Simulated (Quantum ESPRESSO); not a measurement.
# MnF2: which magnetic order is lowest

Does MnF2 prefer parallel or opposed moments, or none?

Main program and level: Quantum ESPRESSO 7.5; LDA with U = 2.4 eV on Mn d (ortho-atomic projectors); plane waves with GBRV 1.5 LDA potentials, no spin-orbit coupling.

## (1) The starting structure

Symmetry: P4_2/mnm, No. 136, tetragonal system. The conventional cell has a = 4.874 Å, b = 4.874 Å, c = 3.311 Å, α = 90.00°, β = 90.00°, γ = 90.00°. Nearest to Mn lie 6 F at 2.10 to 2.13 Å. Nearest to F lie 3 Mn at 2.10 to 2.13 Å. Farther neighbours and most contacts between anions are not listed.

The cell comes from the Crystallography Open Database.

## (2) Run 1, typed as ferro ++

The signs are those of the starting moments on the seeded atoms, the atoms that are given a moment.

The input, pw.in:

```
&CONTROL
  calculation = 'scf'
  prefix = 'pwscf'
  outdir = './tmp'
  pseudo_dir = './pseudo'
  disk_io = 'nowf'
/
&SYSTEM
  ibrav = 0
  celldm(1) = 8
  nat = 6
  ntyp = 2
  ecutwfc = 40
  ecutrho = 280
  nbnd = 44
  occupations = 'smearing'
  smearing = 'fd'
  degauss = 0.00367493
  nspin = 2
  starting_magnetization(1) = 0.3
  starting_magnetization(2) = 0
/
&ELECTRONS
  conv_thr = 1.2d-08
  electron_maxstep = 150
  mixing_beta = 0.3
/
ATOMIC_SPECIES
Mn     54.9380 mn_lda_v1.5.uspp.F.UPF
F      18.9984 f_lda_v1.4.uspp.F.UPF
CELL_PARAMETERS alat
   1.1512683982751    0.0000000000000    0.0000000000000
   0.0000000000000    1.1512683982751    0.0000000000000
   0.0000000000000    0.0000000000000    0.7820395350998
ATOMIC_POSITIONS crystal
Mn      0.0000000000    0.0000000000    0.0000000000
Mn      0.5000000000    0.5000000000    0.5000000000
F       0.3053000000    0.3053000000    0.0000000000
F       0.1947000000    0.8053000000    0.5000000000
F       0.6947000000    0.6947000000    0.0000000000
F       0.8053000000    0.1947000000    0.5000000000
K_POINTS automatic
6 6 6 0 0 0
HUBBARD {ortho-atomic}
U Mn-3d 2.4000
```

Started as:

```console
OMP_NUM_THREADS=1 mpirun -n 2 pw.x -nk 2 -in pw.in > pw.out
```

Output:

```text
Program PWSCF v.7.5 starts

     Message from routine setup:
     using ibrav=0 with symmetry is DISCOURAGED, use correct ibrav instead

     K-points division:     npool     =       2
     Subspace diagonalization in iterative solution of the eigenvalue problem:

     G-vector sticks info
     --------------------
     sticks:   dense  smooth     PW     G-vecs:    dense   smooth      PW
     Sum        1893    1085    333                42069    18157    3081

     Using Slab Decomposition

     bravais-lattice index     =            0
     lattice parameter (alat)  =       8.0000  a.u.
     unit-cell volume          =     530.7034 (a.u.)^3
     number of atoms/cell      =            6
     number of atomic types    =            2
     number of electrons       =        58.00
     number of Kohn-Sham states=           44
     kinetic-energy cutoff     =      40.0000  Ry
     charge density cutoff     =     280.0000  Ry
     scf convergence threshold =      1.2E-08
     mixing beta               =       0.3000
     number of iterations used =            8  plain     mixing
     Exchange-correlation=  SLA  PZ   NOGX NOGC
                           (   1   1   0   0   0   0   0)
     Hubbard projectors: ortho-atomic
     Hubbard parameters of DFT+U (Dudarev formulation) in eV:
     U(Mn-3d) =  2.4000

     Internal variables: lda_plus_u =T, lda_plus_u_kind = 0

     Internal variables: orbital_resolved =F, hub_pot_fix =F, apply_U = F

     celldm(1)=   8.000000  celldm(2)=   0.000000  celldm(3)=   0.000000
     celldm(4)=   0.000000  celldm(5)=   0.000000  celldm(6)=   0.000000

     crystal axes: (cart. coord. in units of alat)
               a(1) = (   1.151268   0.000000   0.000000 )
               a(2) = (   0.000000   1.151268   0.000000 )
               a(3) = (   0.000000   0.000000   0.782040 )

     reciprocal axes: (cart. coord. in units 2 pi/alat)
               b(1) = (  0.868607  0.000000  0.000000 )
               b(2) = (  0.000000  0.868607  0.000000 )
               b(3) = (  0.000000  0.000000  1.278708 )

     PseudoPot. # 1 for Mn read from file:
     mn_lda_v1.5.uspp.F.UPF
     Pseudo is Ultrasoft + core correction, Zval = 15.0
     Generated by new atomic code, or converted to UPF format
     Using radial grid of  859 points,  6 beta functions with:
                l(1) =   0
                l(2) =   0
                l(3) =   1
                l(4) =   1
                l(5) =   2
                l(6) =   2
     Q(r) pseudized with  8 coefficients,  rinner =    0.950   0.950   0.950
                                                       0.950   0.950

     PseudoPot. # 2 for F  read from file:
     f_lda_v1.4.uspp.F.UPF
     Pseudo is Ultrasoft, Zval =  7.0
     Generated by new atomic code, or converted to UPF format
     Using radial grid of  799 points,  4 beta functions with:
                l(1) =   0
                l(2) =   0
                l(3) =   1
                l(4) =   1
     Q(r) pseudized with  8 coefficients,  rinner =    0.950   0.950   0.950

     atomic species   valence    mass     pseudopotential
     Mn               15.00    54.93800     Mn( 1.00)
     F                 7.00    18.99840     F ( 1.00)

     Starting magnetic structure
     atomic species   magnetization
     Mn              0.300
     F               0.000

     16 Sym. Ops., with inversion, found ( 8 have fractional translation)

   Cartesian axes

     site n.     atom                  positions (alat units)
         1        Mn     tau(   1) = (   0.0000000   0.0000000   0.0000000  )
         2        Mn     tau(   2) = (   0.5756342   0.5756342   0.3910198  )
         3        F      tau(   3) = (   0.3514822   0.3514822   0.0000000  )
         4        F      tau(   4) = (   0.2241520   0.9271164   0.3910198  )
         5        F      tau(   5) = (   0.7997862   0.7997862   0.0000000  )
         6        F      tau(   6) = (   0.9271164   0.2241520   0.3910198  )

     number of k points=    40  Fermi-Dirac smearing, width (Ry)=  0.0037
                       cart. coord. in units 2pi/alat
        k(    1) = (   0.0000000   0.0000000   0.0000000), wk =   0.0046296
        k(    2) = (   0.0000000   0.0000000   0.2131180), wk =   0.0092593
        k(    3) = (   0.0000000   0.0000000   0.4262359), wk =   0.0092593
        k(    4) = (   0.0000000   0.0000000  -0.6393539), wk =   0.0046296
        k(    5) = (   0.0000000   0.1447679   0.0000000), wk =   0.0185185
        [... 35 further k-points ...]

     Dense  grid:    42069 G-vectors     FFT dimensions: (  50,  50,  36)

     Smooth grid:    18157 G-vectors     FFT dimensions: (  40,  40,  30)

     Check: negative core charge=   -0.000039
     Generating pointlists ...
     new r_m :   0.2050 (alat units)  1.6403 (a.u.) for type    1
     new r_m :   0.2050 (alat units)  1.6403 (a.u.) for type    2

     Initial potential from superposition of free atoms

     starting charge      56.9999, renormalised to      58.0000

     STARTING HUBBARD OCCUPATIONS:

     =================== HUBBARD OCCUPATIONS ===================
     ------------------------ ATOM    1 ------------------------
     Tr[ns(  1)] (up, down, total) =   5.00000  0.00000  5.00000
     Atomic magnetic moment for atom   1 =   5.00000
     [... lines left out ...]
     ------------------------ ATOM    2 ------------------------
     Tr[ns(  2)] (up, down, total) =   5.00000  0.00000  5.00000
     Atomic magnetic moment for atom   2 =   5.00000
     [... lines left out ...]
     Number of occupied Hubbard levels =   10.0000

     Atomic wfc used for Hubbard projectors are orthogonalized

     Starting wfcs are   42 randomized atomic wfcs +    2 random wfcs

     Self-consistent Calculation

     iteration #  1     ecut=    40.00 Ry     beta= 0.30
     Davidson diagonalization with overlap
     ethr =  1.00E-02,  avg # of iterations =  5.0

     =================== HUBBARD OCCUPATIONS ===================
     ------------------------ ATOM    1 ------------------------
     Tr[ns(  1)] (up, down, total) =   4.96497  0.15459  5.11956
     Atomic magnetic moment for atom   1 =   4.81038
     [... lines left out ...]
     ------------------------ ATOM    2 ------------------------
     Tr[ns(  2)] (up, down, total) =   4.96497  0.15459  5.11956
     Atomic magnetic moment for atom   2 =   4.81038
     [... lines left out ...]
     Number of occupied Hubbard levels =   10.2391

     Threshold (ethr) on eigenvalues was too large:
     Diagonalizing with lowered threshold

     Davidson diagonalization with overlap
     ethr =  7.26E-04,  avg # of iterations =  1.1

     total energy              =    -616.77281840 Ry
     estimated scf accuracy    <       0.42879360 Ry

     total magnetization       =    10.00 Bohr mag/cell
     absolute magnetization    =    10.00 Bohr mag/cell

     iteration #  2     ecut=    40.00 Ry     beta= 0.30
     Davidson diagonalization with overlap
     ethr =  7.39E-04,  avg # of iterations =  1.6

     total energy              =    -616.83725550 Ry
     estimated scf accuracy    <       0.04988945 Ry

     total magnetization       =    10.00 Bohr mag/cell
     absolute magnetization    =    10.00 Bohr mag/cell

     iteration #  3     ecut=    40.00 Ry     beta= 0.30
     Davidson diagonalization with overlap
     ethr =  8.60E-05,  avg # of iterations =  2.3

     negative rho (up, down):  0.000E+00 7.427E-04

     total energy              =    -616.84374443 Ry
     estimated scf accuracy    <       0.02068917 Ry

     total magnetization       =    10.00 Bohr mag/cell
     absolute magnetization    =    10.00 Bohr mag/cell

     [... further iterations left out ...]

     iteration #  8     ecut=    40.00 Ry     beta= 0.30
     Davidson diagonalization with overlap
     ethr =  7.82E-10,  avg # of iterations =  2.7

     negative rho (up, down):  0.000E+00 1.289E-03

     total energy              =    -616.84509069 Ry
     estimated scf accuracy    <       0.00000202 Ry

     total magnetization       =    10.00 Bohr mag/cell
     absolute magnetization    =    10.00 Bohr mag/cell

     iteration #  9     ecut=    40.00 Ry     beta= 0.30
     Davidson diagonalization with overlap
     ethr =  7.82E-10,  avg # of iterations =  2.6

     negative rho (up, down):  0.000E+00 1.288E-03

     total energy              =    -616.84509135 Ry
     estimated scf accuracy    <       0.00000022 Ry

     total magnetization       =    10.00 Bohr mag/cell
     absolute magnetization    =    10.00 Bohr mag/cell

     iteration # 10     ecut=    40.00 Ry     beta= 0.30
     Davidson diagonalization with overlap
     ethr =  3.75E-10,  avg # of iterations =  1.5

     negative rho (up, down):  0.000E+00 1.288E-03

     total energy              =    -616.84509134 Ry
     estimated scf accuracy    <       0.00000005 Ry

     total magnetization       =    10.00 Bohr mag/cell
     absolute magnetization    =    10.00 Bohr mag/cell

     iteration # 11     ecut=    40.00 Ry     beta= 0.30
     Davidson diagonalization with overlap
     ethr =  7.95E-11,  avg # of iterations =  2.5

     negative rho (up, down):  0.000E+00 1.287E-03

     Magnetic moment per site  (integrated on atomic sphere of radius R)
     atom   1 (R=0.205)  charge= 12.3300  magn=  4.2027
     atom   2 (R=0.205)  charge= 12.3300  magn=  4.2027
     atom   3 (R=0.205)  charge=  6.6837  magn=  0.0903
     atom   4 (R=0.205)  charge=  6.6837  magn=  0.0903
     atom   5 (R=0.205)  charge=  6.6837  magn=  0.0903
     atom   6 (R=0.205)  charge=  6.6837  magn=  0.0903

     End of self-consistent calculation

     =================== HUBBARD OCCUPATIONS ===================
     ------------------------ ATOM    1 ------------------------
     Tr[ns(  1)] (up, down, total) =   4.98537  0.22669  5.21206
     Atomic magnetic moment for atom   1 =   4.75869
     [... lines left out ...]
     ------------------------ ATOM    2 ------------------------
     Tr[ns(  2)] (up, down, total) =   4.98537  0.22669  5.21206
     Atomic magnetic moment for atom   2 =   4.75869
     [... lines left out ...]
     Number of occupied Hubbard levels =   10.4241

     [... lines left out ...]
     the Fermi energy is     6.9566 ev

!    total energy              =    -616.84509135 Ry
     estimated scf accuracy    <          7.9E-10 Ry
     smearing contrib. (-TS)   =      -0.00000000 Ry
     internal energy E=F+TS    =    -616.84509135 Ry

     The total energy is F=E-TS. E is the sum of the following terms:
     one-electron contribution =    -375.07381395 Ry
     hartree contribution      =     211.84980811 Ry
     xc contribution           =     -89.47485130 Ry
     ewald contribution        =    -364.18633894 Ry
     Hubbard energy            =       0.04010473 Ry

     total magnetization       =    10.00 Bohr mag/cell
     absolute magnetization    =    10.00 Bohr mag/cell

     convergence has been achieved in  11 iterations

=------------------------------------------------------------------------------=
   JOB DONE.
=------------------------------------------------------------------------------=
```

The job ended after 70 s (2 MPI ranks of Arm Neoverse V2, shared host; peak memory 0.34 GiB).

Spin moment in the atom's sphere by atom:

| atom | spin moment in the atom's sphere (μB) |
| --- | --- |
| Mn1 | 4.20 |
| Mn2 | 4.20 |
| F3 | 0.09 |
| F4 | 0.09 |
| F5 | 0.09 |
| F6 | 0.09 |

This step gave:

- smearing term TS: 9.19e-10 eV
- magnetization: 10 μB
- absolute magnetization: 10 μB
- final state: ferromagnetic

Spin density in the ab plane at fractional z = 0.000, with atoms of Mn and F within 0.2 Å of it.

Ten even steps from '_' (0.0 e/Å³) to '@' (7.0 e/Å³), each cell a mean:
```
##--____________________..++
..________________________..
____________________________
____________________________
____________________________
____________________________
____________________________
____________________________
____________________________
____________________________
____________________________
--..______________________::
@@==____________________..##
```
Columns run along a (4.9 Å), rows up along b (4.9 Å). Atoms in or near the plane, at fractional coordinates: Mn at (0.00, 0.00), F at (0.31, 0.31), F at (0.69, 0.69).

Valence density in the ab plane at fractional z = 0.000, with atoms of Mn and F within 0.2 Å of it. It is the smooth field of the valence electrons, not physical close to the nuclei.

Ten steps, logarithmic in the rise over the least value, from '_' (0 e/Å³) to '@' (16 e/Å³), each cell a mean:
```
@@%%==..____________..::**@@
**==::__________::----::--++
::..__________::==####++::::
______________--**@@@@**--..
______________::++%%%%++::__
______________..--++==--..__
____..::--::............____
__..--++##**--..____________
__..==##@@%%==..____________
..::==##%%##==..____________
==----==++==::__________::--
%%**--::::..__________..==##
@@@@++..______________::**@@
```
Columns run along a (4.9 Å), rows up along b (4.9 Å). Atoms in or near the plane, at fractional coordinates: Mn at (0.00, 0.00), F at (0.31, 0.31), F at (0.69, 0.69).

(Part 1 of 3 ends here.)

[Logs and program files are shortened in this print: banners, set-up blocks, solver, clock and traceback lines can be left out without a mark of their own.]

[Logs are printed without paths, hosts, clocks, repeated set-up lines and the standing remarks that a program may print on its own settings, such as how far it seeks lower states.]

[Hosts, paths, dates, database ids (printed as entryN), source tags and the programs' standing remarks are cut or masked in the printed files.]

[Where a cell is said to come from a database of computed structures, the database is the Materials Project.]
